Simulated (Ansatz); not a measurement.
# TiO2 (Rutile): converging the G0W0 gap

Aim: see how the G0W0 gap of TiO2 (Rutile) on r2SCAN moves with empty bands and screening cutoff, and what each rung costs.

Main program and level: Ansatz 0.2.0; G0W0 on r2SCAN, plane waves, PAW.

Most raw output is cut from this account.

### 1. The starting structure

It takes space group P4_2/mnm (No. 136, tetragonal). Conventional cell: a = 4.592 Å, b = 4.592 Å, c = 2.957 Å, α = 90.00°, β = 90.00°, γ = 90.00°. Nearest to Ti lie 6 O at 1.95 to 1.98 Å. Nearest to O lie 3 Ti at 1.95 to 1.98 Å. Farther neighbours and most contacts between anions are not listed.

The cell and positions come from the Crystallography Open Database and are kept as given unless a step says otherwise. The default PAW set here is soft_2. Its files were made with PBE.

### 2. 81 empty bands, screening to 69 eV

Now the one-shot GW correction: screening in the RPA, then the self-energy of the levels asked for.

input.yaml reads:

```yaml
crystal:
  lattice:
    - [4.5922, 0.0, 0.0]
    - [0.0, 4.5922, 0.0]
    - [0.0, 0.0, 2.9574]
  atoms:
    - { symbol: Ti, position: [0.0, 0.0, 0.0] }
    - { symbol: Ti, position: [0.5, 0.5, 0.5] }
    - { symbol: O, position: [0.30496, 0.30496, 0.0] }
    - { symbol: O, position: [0.19504, 0.80496, 0.5] }
    - { symbol: O, position: [0.69504, 0.69504, 0.0] }
    - { symbol: O, position: [0.80496, 0.19504, 0.5] }
kpoints:
  mp_grid: { grid: [4, 4, 6] }
hamiltonian:
  xc: r2scan
scf:
  occupations: { method: fixed }
gw:
  n_empty_bands: 81
  ecut_chi: 69
  qp_bands: [v2, c2]
  qp_kpoints: band_edges
  screening: { model: contour_deformation }
```

Started as:

```sh
> ansatz run input.yaml --threads 2 --pin off --max-ram 92160MiB --backend cuda --events-out ev --progress --plain --runs-dir out --devices 1 --max-vram 13GiB  # rebuilt from the run's record
```

It took 9.1 s on 1 × NVIDIA H100 80GB HBM3 (shared by 6 runs) with 2 threads of AMD EPYC 7R13 (Zen 3), shared host; peak memory 1.2 GiB.

Numbers from this step:

| Quantity | Value |
| --- | --- |
| bands summed | 105 |
| RPA ε∞ on this mesh (eigenvalues) | 6.358, 6.358, 7.586 |
| plane waves in the screening matrix | 73 |
| q-points in the mesh | 96 |
| G0W0 gap on the mesh | 3.292 eV |
| k of the valence top | 0, 0, 0 |
| k of the conduction bottom | 0, -0.5, -0.5 |
| starting gap on the mesh | 2.231 eV |
| Z at the valence top | 0.7273 |
| Z at the conduction bottom | 0.7320 |
| least direct G0W0 gap on the computed points | 3.339 eV |

The gap on the mesh goes from 2.23 eV to 3.29 eV, a correction of +1.06 eV, though a band edge has moved to another state.

### 3. 229 empty bands, screening to 138 eV

Another rung: the empty bands reach about as high as the screening cutoff, so the two stay in balance.

input.yaml: that of step 2 with these lines changed.

```diff
@@ -19,4 +19,4 @@
 gw:
-  n_empty_bands: 81
-  ecut_chi: 69
+  n_empty_bands: 229
+  ecut_chi: 138
   qp_bands: [v2, c2]
```

Wall time 29 s (1 × NVIDIA H100 80GB HBM3 (shared by 6 runs) with 2 threads); peak memory 1.5 GiB.

This step gave:

* bands summed: 253
* RPA ε∞ on this mesh (eigenvalues): 6.288, 6.288, 7.491
* plane waves in the screening matrix: 217
* q-points in the mesh: 96
* G0W0 gap on the mesh: 3.202 eV
* k of the valence top: 0, 0, 0
* k of the conduction bottom: 0, -0.5, -0.5
* starting gap on the mesh: 2.231 eV
* Z at the valence top: 0.7188
* Z at the conduction bottom: 0.7267
* least direct G0W0 gap on the computed points: 3.246 eV

Against the run with 4×4×6 mesh, 81 empty bands, screening to 69 eV, the gap moves by −0.09 eV.

### 4. 493 empty bands, screening to 230 eV

input.yaml: that of step 3 with these lines changed.

```diff
@@ -19,4 +19,4 @@
 gw:
-  n_empty_bands: 229
-  ecut_chi: 138
+  n_empty_bands: 493
+  ecut_chi: 230.0
   qp_bands: [v2, c2]
```

The job ended after 45 s (1 × NVIDIA H100 80GB HBM3 (shared by 6 runs) with 2 threads; peak memory 2.4 GiB; 79 s of CPU time).

This step gave:

```
bands summed                                 : 517
RPA ε∞ on this mesh (eigenvalues)            : 6.263, 6.263, 7.455
plane waves in the screening matrix          : 507
G0W0 gap on the mesh                         : 3.264 eV
k of the valence top                         : 0, 0, 0
k of the conduction bottom                   : 0, -0.5, -0.5
starting gap on the mesh                     : 2.231 eV
least direct G0W0 gap on the computed points : 3.306 eV
```

Against the run with 4×4×6 mesh, 229 empty bands, screening to 138 eV, the gap moves by +0.06 eV.

### 5. Changing the k mesh: 4×4×4 mesh, 229 empty bands, screening to 138 eV

Only the mesh changes. It samples the long-range screening, which converges on its own terms. Bands and cutoff differ from the step before, so it is read against an earlier run that matches them.

input.yaml: that of step 4 with these lines changed.

```diff
@@ -13,3 +13,3 @@
 kpoints:
-  mp_grid: { grid: [4, 4, 6] }
+  mp_grid: { grid: [4, 4, 4] }
 hamiltonian:
@@ -19,4 +19,4 @@
 gw:
-  n_empty_bands: 493
-  ecut_chi: 230.0
+  n_empty_bands: 229
+  ecut_chi: 138
   qp_bands: [v2, c2]
```

Wall time 23 s (1 × NVIDIA H100 80GB HBM3 (shared by 6 runs) with 2 threads); peak memory 1.4 GiB; 34 s of CPU time.

This step gave:

| Property | Result |
| --- | --- |
| bands summed | 253 |
| RPA ε∞ on this mesh (eigenvalues) | 6.334, 6.334, 7.815 |
| plane waves in the screening matrix | 217 |
| G0W0 gap on the mesh | 3.191 eV |
| k of the valence top | 0, 0, 0 |
| k of the conduction bottom | 0, -0.5, -0.5 |
| starting gap on the mesh | 2.226 eV |
| least direct G0W0 gap on the computed points | 3.239 eV |

Against the run with 4×4×6 mesh, 229 empty bands, screening to 138 eV, the gap moves by −0.011 eV.

### 6. Changing the frequency model: 4×4×6 mesh, 493 empty bands, screening to 230 eV, plasmon pole

A plasmon pole stands in for the full frequency dependence of the screening; this run shows what that costs in accuracy. Bands and cutoff differ from the step before, so it is read against an earlier run that matches them.

input.yaml, the sections that differ from step 5:

```yaml
kpoints:
  mp_grid: { grid: [4, 4, 6] }
gw:
  n_empty_bands: 493
  ecut_chi: 230.0
  qp_bands: [v2, c2]
  qp_kpoints: band_edges
  screening: { model: godby_needs }
# crystal, hamiltonian, scf: as in step 5
```

Run time: 67 s. Hardware: 1 × NVIDIA H100 80GB HBM3 (shared by 6 runs) with 2 threads; peak memory 3.4 GiB.

Numbers from this step:

```yaml
bands_summed: 517
plasmon_pole_fit_frequency: 32.58 eV
rpa_eps_infinity_on_this_mesh_eigenvalues: 6.263, 6.263, 7.455
plane_waves_in_the_screening_matrix: 507
g0w0_gap_on_the_mesh: 3.169 eV
k_of_the_valence_top: 0, 0, 0
k_of_the_conduction_bottom: 0, -0.5, -0.5
starting_gap_on_the_mesh: 2.231 eV
least_direct_g0w0_gap_on_the_computed_points: 3.215 eV
```

Against the run with 4×4×6 mesh, 493 empty bands, screening to 230 eV, the gap moves by −0.10 eV.

### 7. Changing the files and raising the bands: 4×4×6 mesh, 732 empty bands, screening to 299 eV, hard PAW files

Other atomic data (hard PAW) test the pseudisation: the cutoff goes from 500 to 1050 eV, with the same valence electrons. Bands and screening cutoff change too, so the step is no clean test of the files.

input.yaml: that of step 6 with these lines changed.

```diff
@@ -16,2 +16,3 @@
   xc: r2scan
+  pseudopotentials: { kind: paw, source: ansatz }
 scf:
@@ -19,6 +20,6 @@
 gw:
-  n_empty_bands: 493
-  ecut_chi: 230.0
+  n_empty_bands: 732
+  ecut_chi: 299.0
   qp_bands: [v2, c2]
   qp_kpoints: band_edges
-  screening: { model: godby_needs }
+  screening: { model: contour_deformation }
```

The job ended after 80 s (1 × NVIDIA H100 80GB HBM3 (shared by 6 runs) with 2 threads; peak memory 4.8 GiB).

This step gave:

```yaml
bands_summed: 756
rpa_eps_infinity_on_this_mesh_eigenvalues: 6.262, 6.262, 7.455
plane_waves_in_the_screening_matrix: 737
g0w0_gap_on_the_mesh: 3.281 eV
k_of_the_valence_top: 0, 0, 0
k_of_the_conduction_bottom: 0, -0.5, -0.5
starting_gap_on_the_mesh: 2.224 eV
least_direct_g0w0_gap_on_the_computed_points: 3.320 eV
```

Against the run with 4×4×6 mesh, 493 empty bands, screening to 230 eV, the gap moves by +0.017 eV.

### 8. The runs together

Times are wall times on 1 × NVIDIA H100 80GB HBM3 (shared by 6 runs) with 2 threads of AMD EPYC 7R13 (Zen 3), shared host, good to a factor of about two.

```csv
mesh,files,frequency,bands summed,cutoff (eV),start (eV),G0W0 (eV),time,host memory (GiB)
4×4×6,default PAW,contour deformation,105,69,2.231,3.292,9.1 s,1.2
4×4×6,default PAW,contour deformation,253,138,2.231,3.202,29 s,1.5
4×4×6,default PAW,contour deformation,517,230,2.231,3.264,45 s,2.4
4×4×4,default PAW,contour deformation,253,138,2.226,3.191,23 s,1.4
4×4×6,default PAW,plasmon pole,517,230,2.231,3.169,67 s,3.4
4×4×6,hard PAW,contour deformation,756,299,2.224,3.281,80 s,4.8
```

How the two edges are built up, in eV (the quasiparticle level is the starting level plus Σx plus Σc less Vxc):

```csv
run,edge,start,Σx,Σc,Vxc,Z,QP
105 bands,valence top,8.82,-26.20,4.84,-21.75,0.73,9.21
105 bands,conduction bottom,11.09,-13.00,-6.48,-20.88,0.73,12.50
253 bands,valence top,8.82,-26.20,4.53,-21.75,0.72,8.89
253 bands,conduction bottom,11.09,-13.00,-6.88,-20.88,0.73,12.10
517 bands,valence top,8.82,-26.20,4.30,-21.75,0.71,8.66
517 bands,conduction bottom,11.09,-13.00,-7.05,-20.88,0.72,11.93
```

 Where G0W0 reorders the edges (105 bands, 253 bands and 517 bands), the two states listed lie further apart at the start than the starting gap.

### 9. What came out

| Item | Value |
| --- | --- |
| 105 bands, 69 eV | 3.292 eV |
| 253 bands, 138 eV | 3.202 eV |
| 517 bands, 230 eV | 3.264 eV |
| mesh and start | 4×4×6, r2SCAN |

What this shows: From 105 to 517 bands the gap moves by −0.03 eV while the time grows 4.9-fold. Σc changes by −0.54 eV at the valence top and −0.57 eV at the conduction bottom, so the levels themselves move more than the gap between them. The gap turns back along the series, so no limit is drawn from it. On the 4×4×4 mesh in place of 4×4×6 the gap differs by −0.01 eV, of which −0.01 eV is already in the start. The plasmon-pole model gives −0.10 eV against contour deformation, 9 % of the correction, and saved no time in this program. With hard PAW files and 756 bands the gap is 3.28 eV.

[Paths, hosts, dates, memory and timing lines, banners, echoed tables and standing remarks are left out of the program output.]

[Logs are printed without paths, hosts, clocks, repeated set-up lines and the standing remarks that a program may print on its own settings, such as how far it seeks lower states.]

[Runs of the session that timed out or met a known fault of the program may be left out.]

[Cells called generated may have been cut or substituted from an entry of the Crystallography Open Database or the Materials Project.]

[Hosts, paths, dates, database ids (printed as entryN), source tags and the programs' standing remarks are cut or masked in the printed files.]
